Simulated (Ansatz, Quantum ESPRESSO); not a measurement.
# Ballistic transmission: Ir(111) with three reversed steps (a thin twin lamella), part 2 of 4

Aim: the zero-bias transmission with pwcond for this junction: Ir(111) with three reversed steps (a thin twin lamella).

Quantum ESPRESSO 7.5; plane-wave DFT, PBE, GBRV ultrasoft pseudopotentials; cross-check by Ansatz 0.2.0 with PAW datasets.

So far. Step 2 (Self-consistent run): The run needed 14 iterations to bring the estimated error under 1e-07 Ry; the largest force on any atom, held or free, is 0.30 eV/Å.

**3. The open system**

Level of this step: transmission by pwcond, lead and junction from one cell; plane-wave DFT, PBE, GBRV ultrasoft pseudopotentials (Quantum ESPRESSO).

prefixt takes both regions from one run: the lead from 0 to bdl, the scattering region from bdl to bds (units of alat). ikind = 1 puts the same lead on both sides. The program's T_tot counts both spins in a run without spin; the tables below give T per spin.

The input, cond.in:

```
&inputcond
  outdir = './out'
  prefixt = 'scf'
  tran_file = 'cond.dat'
  bdl = 2.4494897445
  bds = 17.1464282006
  ikind = 1
  ewind = 4.0
  epsproj = 1e-05
  nz1 = 7
  energy0 = 0.4
  denergy = -0.4
/
14
  0.00000000 0.00000000 0.01000000
  0.00000000 0.10000000 0.06000000
  0.00000000 0.20000000 0.06000000
  0.00000000 0.30000000 0.06000000
  0.00000000 0.40000000 0.06000000
  0.00000000 0.50000000 0.03000000
  0.10000000 0.20000000 0.06000000
  0.10000000 0.30000000 0.12000000
  0.10000000 0.40000000 0.12000000
  0.10000000 0.50000000 0.12000000
  0.20000000 0.40000000 0.06000000
  0.20000000 0.50000000 0.12000000
  0.20000000 0.60000000 0.06000000
  0.30000000 0.60000000 0.06000000
3
```

Started as:

```bash
$ OMP_NUM_THREADS=1 mpirun -n 4 pwcond.x -in cond.in > cond.out
```

Log:

```text
[banner, memory and clock lines left out]
Program PWCOND v.7.5 starts

          URL

     ./out/scf.save/

     IMPORTANT: XC functional enforced from input :
     Exchange-correlation= PBE
                           (   1   4   3   4   0   0   0)
     Any further DFT definition will be discarded
     Please, verify this is what you really want

     negative rho (up, down):  6.675E+00 0.000E+00
     Reading collected, re-writing distributed wavefunctions

===== INPUT FILE containing all the regions =====

     GEOMETRY:

     lattice parameter (alat)  =       5.1712  a.u.
     the volume                =    2053.4721 (a.u.)^3
     the cross section         =      23.1590 (a.u.)^2
     l of the unit cell        =      17.1464 (alat)
     number of atoms/cell      =           21
     number of atomic types    =            1

     crystal axes: (cart. coord. in units of alat)
               a(1) = (  1.0000  0.0000  0.0000 )
               a(2) = (  0.5000  0.8660  0.0000 )
               a(3) = (  0.0000  0.0000 17.1464 )

   Cartesian axes

     site n.     atom                  positions (alat units)
          1        Ir     tau(  1)=(  0.0000  0.0000 17.1464  )
          2        Ir     tau(  2)=(  0.5000  0.2887  0.8165  )
          3        Ir     tau(  3)=(  1.0000  0.5774  1.6330  )
          4        Ir     tau(  4)=(  0.0000  0.0000  2.4495  )
          5        Ir     tau(  5)=(  0.5000  0.2887  3.2660  )
          6        Ir     tau(  6)=(  1.0000  0.5774  4.0825  )
          7        Ir     tau(  7)=(  0.0000  0.0000  4.8990  )
          8        Ir     tau(  8)=(  0.5000  0.2887  5.7155  )
          9        Ir     tau(  9)=(  1.0000  0.5774  6.5320  )
         10        Ir     tau( 10)=(  0.5000  0.2887  7.3485  )
         11        Ir     tau( 11)=(  0.0000  0.0000  8.1650  )
         12        Ir     tau( 12)=(  1.0000  0.5774  8.9815  )
         13        Ir     tau( 13)=(  0.0000  0.0000  9.7980  )
         14        Ir     tau( 14)=(  0.5000  0.2887 10.6145  )
         15        Ir     tau( 15)=(  1.0000  0.5774 11.4310  )
         16        Ir     tau( 16)=(  0.0000  0.0000 12.2474  )
         17        Ir     tau( 17)=(  0.5000  0.2887 13.0639  )
         18        Ir     tau( 18)=(  1.0000  0.5774 13.8804  )
         19        Ir     tau( 19)=(  0.0000  0.0000 14.6969  )
         20        Ir     tau( 20)=(  0.5000  0.2887 15.5134  )
         21        Ir     tau( 21)=(  1.0000  0.5774 16.3299  )

     nr1s                      =           24
     nr2s                      =           24
     nr3s                      =          360
     nr1sx                     =           24
     nr2sx                     =           24
     nr3sx                     =          360
     nr1                       =           24
     nr2                       =           24
     nr3                       =          400
     nr1x                      =           24
     nr2x                      =           24
     nr3x                      =          400

 _______________________________
  Radii of nonlocal spheres:

     type       ibeta     ang. mom.          radius (alat units)
       Ir         1         0                    0.4948
       Ir         2         0                    0.4948
       Ir         3         1                    0.4948
       Ir         4         1                    0.4948
       Ir         5         1                    0.4948
       Ir         6         2                    0.4948
       Ir         7         2                    0.4948
----- General information -----

--- T calc. with identical leads (ikind=1) ---

     nrx                       =           24
     nry                       =           24
     nz1                       =            7

     energy0               =         4.0E-01
     denergy               =        -4.0E-01
     nenergy               =          3
     ecut2d                =         4.0E+01
     ewind                 =         4.0E+00
     epsproj               =         1.0E-05

     number of k_|| points=   14
                       cryst. coord.
        k(    1) = (   0.0000000   0.0000000), wk =   0.0100000
        k(    2) = (   0.0000000   0.1000000), wk =   0.0600000
        k(    3) = (   0.0000000   0.2000000), wk =   0.0600000
        k(    4) = (   0.0000000   0.3000000), wk =   0.0600000
        k(    5) = (   0.0000000   0.4000000), wk =   0.0600000
        k(    6) = (   0.0000000   0.5000000), wk =   0.0300000
        k(    7) = (   0.1000000   0.2000000), wk =   0.0600000
        k(    8) = (   0.1000000   0.3000000), wk =   0.1200000
        k(    9) = (   0.1000000   0.4000000), wk =   0.1200000
        k(   10) = (   0.1000000   0.5000000), wk =   0.1200000
        k(   11) = (   0.2000000   0.4000000), wk =   0.0600000
        k(   12) = (   0.2000000   0.5000000), wk =   0.1200000
        k(   13) = (   0.2000000   0.6000000), wk =   0.0600000
        k(   14) = (   0.3000000   0.6000000), wk =   0.0600000
----- Information about left/right lead -----

     nocros                   =           21
     noins                    =           42
     norb                     =           84
     norbf                    =          399
     nrz                      =           51

      iorb      type   ibeta   ang. mom.   m       position (alat)
        1        1       1        0        1   taunew(   1)=(  0.0000  0.0000  0.0000)
        2        1       2        0        1   taunew(   2)=(  0.0000  0.0000  0.0000)
        3        1       3        1        1   taunew(   3)=(  0.0000  0.0000  0.0000)
        4        1       3        1        2   taunew(   4)=(  0.0000  0.0000  0.0000)
        5        1       3        1        3   taunew(   5)=(  0.0000  0.0000  0.0000)
        6        1       4        1        1   taunew(   6)=(  0.0000  0.0000  0.0000)
        7        1       4        1        2   taunew(   7)=(  0.0000  0.0000  0.0000)
        8        1       4        1        3   taunew(   8)=(  0.0000  0.0000  0.0000)
        9        1       5        1        1   taunew(   9)=(  0.0000  0.0000  0.0000)
       10        1       5        1        2   taunew(  10)=(  0.0000  0.0000  0.0000)
       11        1       5        1        3   taunew(  11)=(  0.0000  0.0000  0.0000)
       12        1       6        2        1   taunew(  12)=(  0.0000  0.0000  0.0000)
       13        1       6        2        2   taunew(  13)=(  0.0000  0.0000  0.0000)
       14        1       6        2        3   taunew(  14)=(  0.0000  0.0000  0.0000)
       15        1       6        2        4   taunew(  15)=(  0.0000  0.0000  0.0000)
       16        1       6        2        5   taunew(  16)=(  0.0000  0.0000  0.0000)
[...]
366        1       5        1        1   taunew( 366)=(  1.0000  0.5774 13.8804)
      367        1       5        1        2   taunew( 367)=(  1.0000  0.5774 13.8804)
      368        1       5        1        3   taunew( 368)=(  1.0000  0.5774 13.8804)
      369        1       6        2        1   taunew( 369)=(  1.0000  0.5774 13.8804)
      370        1       6        2        2   taunew( 370)=(  1.0000  0.5774 13.8804)
      371        1       6        2        3   taunew( 371)=(  1.0000  0.5774 13.8804)
      372        1       6        2        4   taunew( 372)=(  1.0000  0.5774 13.8804)
      373        1       6        2        5   taunew( 373)=(  1.0000  0.5774 13.8804)
      374        1       7        2        1   taunew( 374)=(  1.0000  0.5774 13.8804)
      375        1       7        2        2   taunew( 375)=(  1.0000  0.5774 13.8804)
      376        1       7        2        3   taunew( 376)=(  1.0000  0.5774 13.8804)
      377        1       7        2        4   taunew( 377)=(  1.0000  0.5774 13.8804)
      378        1       7        2        5   taunew( 378)=(  1.0000  0.5774 13.8804)
      379        1       1        0        1   taunew( 379)=(  0.0000  0.0000 14.6969)
      380        1       2        0        1   taunew( 380)=(  0.0000  0.0000 14.6969)
      381        1       3        1        1   taunew( 381)=(  0.0000  0.0000 14.6969)
      382        1       3        1        2   taunew( 382)=(  0.0000  0.0000 14.6969)
      383        1       3        1        3   taunew( 383)=(  0.0000  0.0000 14.6969)
      384        1       4        1        1   taunew( 384)=(  0.0000  0.0000 14.6969)
      385        1       4        1        2   taunew( 385)=(  0.0000  0.0000 14.6969)
      386        1       4        1        3   taunew( 386)=(  0.0000  0.0000 14.6969)
      387        1       5        1        1   taunew( 387)=(  0.0000  0.0000 14.6969)
      388        1       5        1        2   taunew( 388)=(  0.0000  0.0000 14.6969)
      389        1       5        1        3   taunew( 389)=(  0.0000  0.0000 14.6969)
      390        1       6        2        1   taunew( 390)=(  0.0000  0.0000 14.6969)
      391        1       6        2        2   taunew( 391)=(  0.0000  0.0000 14.6969)
      392        1       6        2        3   taunew( 392)=(  0.0000  0.0000 14.6969)
      393        1       6        2        4   taunew( 393)=(  0.0000  0.0000 14.6969)
      394        1       6        2        5   taunew( 394)=(  0.0000  0.0000 14.6969)
      395        1       7        2        1   taunew( 395)=(  0.0000  0.0000 14.6969)
      396        1       7        2        2   taunew( 396)=(  0.0000  0.0000 14.6969)
      397        1       7        2        3   taunew( 397)=(  0.0000  0.0000 14.6969)
      398        1       7        2        4   taunew( 398)=(  0.0000  0.0000 14.6969)
      399        1       7        2        5   taunew( 399)=(  0.0000  0.0000 14.6969)
 ngper, shell number =           73          10
 ngper, n2d =           73          70
---  E-Ef =    0.4000000  k =    0.0000000   0.0000000
---  ie =          1  ik =          1
 Nchannels of the left tip =            2
 Right moving states:
   k1(2pi/a)   k2(2pi/a)   E-Ef (eV)
   0.2088733  -0.0000002   0.4000000
   0.2088733  -0.0000002   0.4000000
 Left moving states:
   k1(2pi/a)   k2(2pi/a)   E-Ef (eV)
  -0.2088734  -0.0000002   0.4000000
  -0.2088734  -0.0000002   0.4000000

 to transmit
 Band j to band i transmissions and reflections:
    j         i     |T_ij|^2    |R_ij|^2

    1 -->     1     0.99322     0.00678
    1 -->     2     0.00000     0.00000
   Total T_j, R_j =    0.99322  0.00678

    2 -->     1     0.00000     0.00000
    2 -->     2     0.99322     0.00678
   Total T_j, R_j =    0.99322  0.00678

E-Ef(ev), T(x2 spins) =    0.4000000   3.9728638
---  E-Ef =    0.0000000  k =    0.0000000   0.0000000
---  ie =          2  ik =          1
 Nchannels of the left tip =            2
 Right moving states:
   k1(2pi/a)   k2(2pi/a)   E-Ef (eV)
   0.0763381  -0.0000002   0.0000000
   0.0763381  -0.0000002   0.0000000
 Left moving states:
   k1(2pi/a)   k2(2pi/a)   E-Ef (eV)
  -0.0763382  -0.0000002   0.0000000
  -0.0763382  -0.0000002   0.0000000

 to transmit
 Band j to band i transmissions and reflections:
    j         i     |T_ij|^2    |R_ij|^2

    1 -->     1     0.63392     0.36571
    1 -->     2     0.00000     0.00037
   Total T_j, R_j =    0.63392  0.36608

    2 -->     1     0.00000     0.00037
    2 -->     2     0.63392     0.36571
   Total T_j, R_j =    0.63392  0.36608

E-Ef(ev), T(x2 spins) =    0.0000000   2.5356967
---  E-Ef =   -0.4000000  k =    0.0000000   0.0000000
---  ie =          3  ik =          1
 Nchannels of the left tip =            2
 Right moving states:
   k1(2pi/a)   k2(2pi/a)   E-Ef (eV)
  -0.0439034  -0.0000002  -0.4000000
  -0.0439034  -0.0000002  -0.4000000
 Left moving states:
   k1(2pi/a)   k2(2pi/a)   E-Ef (eV)
   0.0439033  -0.0000002  -0.4000000
   0.0439033  -0.0000002  -0.4000000

 to transmit
 Band j to band i transmissions and reflections:
    j         i     |T_ij|^2    |R_ij|^2

    1 -->     1     0.58333     0.41644
    1 -->     2     0.00000     0.00024
   Total T_j, R_j =    0.58333  0.41667

    2 -->     1     0.00000     0.00024
    2 -->     2     0.58333     0.41644
   Total T_j, R_j =    0.58333  0.41667

E-Ef(ev), T(x2 spins) =   -0.4000000   2.3333109
 ngper, shell number =           75          42
 ngper, n2d =           75          74
[... further energies and points left out ...]
---  E-Ef =    0.4000000  k =    0.3000000   0.6000000
---  ie =          1  ik =         14
 Nchannels of the left tip =            3
 Right moving states:
   k1(2pi/a)   k2(2pi/a)   E-Ef (eV)
   0.0866158  -0.0000004   0.4000000
   0.1046999  -0.0000007   0.4000000
   0.4508253  -0.0000005   0.4000000
 Left moving states:
   k1(2pi/a)   k2(2pi/a)   E-Ef (eV)
  -0.0866154  -0.0000004   0.4000000
  -0.1047002  -0.0000007   0.4000000
  -0.4508254  -0.0000005   0.4000000

 to transmit
 Band j to band i transmissions and reflections:
    j         i     |T_ij|^2    |R_ij|^2

    1 -->     1     0.25242     0.01142
    1 -->     2     0.29097     0.03681
    1 -->     3     0.23243     0.17596
   Total T_j, R_j =    0.77581  0.22419

    2 -->     1     0.28576     0.03680
    2 -->     2     0.18148     0.24189
    2 -->     3     0.23255     0.02151
   Total T_j, R_j =    0.69979  0.30021

    3 -->     1     0.23338     0.17597
    3 -->     2     0.23096     0.02151
    3 -->     3     0.01501     0.32318
   Total T_j, R_j =    0.47935  0.52065

E-Ef(ev), T(x2 spins) =    0.4000000   3.9098991
---  E-Ef =    0.0000000  k =    0.3000000   0.6000000
---  ie =          2  ik =         14
 Nchannels of the left tip =            1
 Right moving states:
   k1(2pi/a)   k2(2pi/a)   E-Ef (eV)
   0.2936260  -0.0000005   0.0000000
 Left moving states:
   k1(2pi/a)   k2(2pi/a)   E-Ef (eV)
  -0.2936260  -0.0000005   0.0000000

 to transmit
 Band j to band i transmissions and reflections:
    j         i     |T_ij|^2    |R_ij|^2

    1 -->     1     0.97308     0.02692
   Total T_j, R_j =    0.97308  0.02692

E-Ef(ev), T(x2 spins) =    0.0000000   1.9461621
---  E-Ef =   -0.4000000  k =    0.3000000   0.6000000
---  ie =          3  ik =         14
 Nchannels of the left tip =            1
 Right moving states:
   k1(2pi/a)   k2(2pi/a)   E-Ef (eV)
   0.1373372  -0.0000005  -0.4000000
 Left moving states:
   k1(2pi/a)   k2(2pi/a)   E-Ef (eV)
  -0.1373371  -0.0000005  -0.4000000

 to transmit
 Band j to band i transmissions and reflections:
    j         i     |T_ij|^2    |R_ij|^2

    1 -->     1     0.93688     0.06312
   Total T_j, R_j =    0.93688  0.06312

E-Ef(ev), T(x2 spins) =   -0.4000000   1.8737599
   T_tot     0.40000      0.30806E+01
   T_tot     0.00000      0.23276E+01
   T_tot    -0.40000      0.23774E+01

Note: The following floating-point exceptions are signalling: IEEE_UNDERFLOW_FLAG
Note: The following floating-point exceptions are signalling: IEEE_UNDERFLOW_FLAG
Note: The following floating-point exceptions are signalling: IEEE_UNDERFLOW_FLAG
Note: The following floating-point exceptions are signalling: IEEE_UNDERFLOW_FLAG
```

Wall time 1.7 min (4 MPI ranks of Arm Neoverse V2, shared host); peak memory 0.32 GiB; 6.7 min of CPU time.

This step gave:

```
lead channels at the Fermi level, one spin : 1.460
transmission at the Fermi level, one spin  : 1.164
conductance                                : 1.164 G₀
```

Per spin; mean over the k mesh across the current. The open channels, zone mean by energy, zero at the Fermi level:

```
energy (eV)  open channels, zone mean
     -0.400                       1.4
      0.000                      1.46
      0.400                      1.94
```

Per spin; mean over the k mesh across the current. The transmission, zone mean by energy, zero at the Fermi level:

```
energy (eV)  transmission, zone mean
     -0.400                     1.19
      0.000                     1.16
      0.400                     1.54
```

At 0.000 eV; k in fractions of b1, b2. Transmission by k point:

```
 k1   k2  weight       t  channels
  0    0    0.01   1.268         2
  0  0.1    0.06   1.616         2
  0  0.2    0.06   1.797         2
  0  0.3    0.06   1.566         2
  0  0.4    0.06  0.9999         1
  0  0.5    0.03    1.01         2
0.1  0.2    0.06   1.935         2
0.1  0.3    0.12   1.788         2
0.1  0.4    0.12   1.199         2
0.1  0.5    0.12  0.9984         1
0.2  0.4    0.06  0.2993         1
0.2  0.5    0.12  0.7609         1
0.2  0.6    0.06       0         0
0.3  0.6    0.06  0.9731         1
```

The program's own clock; routines nest. Time by routine:

```
     routine  wall time (s)  calls
      PWCOND          100.1      1
scatter_forw          86.91     84
       local           3.66     14
      compbs            3.6     42
    compbs_2           2.98     42
        init           0.56      1
       poten           0.06      1
```

The run is unpolarised; a magnetic state was not tried, may lie lower and would change T.

At no point does T exceed the number of channels.

(Part 2 of 4 ends here.)

[Logs are printed without paths, hosts, clocks, repeated set-up lines and the standing remarks that a program may print on its own settings, such as how far it seeks lower states.]

[Hosts, paths, dates, database ids (printed as entryN), source tags and the programs' standing remarks are cut or masked in the printed files.]

[Maps of the electrostatic potential energy from Ansatz leave out the sawtooth potential of an applied field or a dipole correction, so their vacuum need not be flat; planar profiles and work functions include it.]
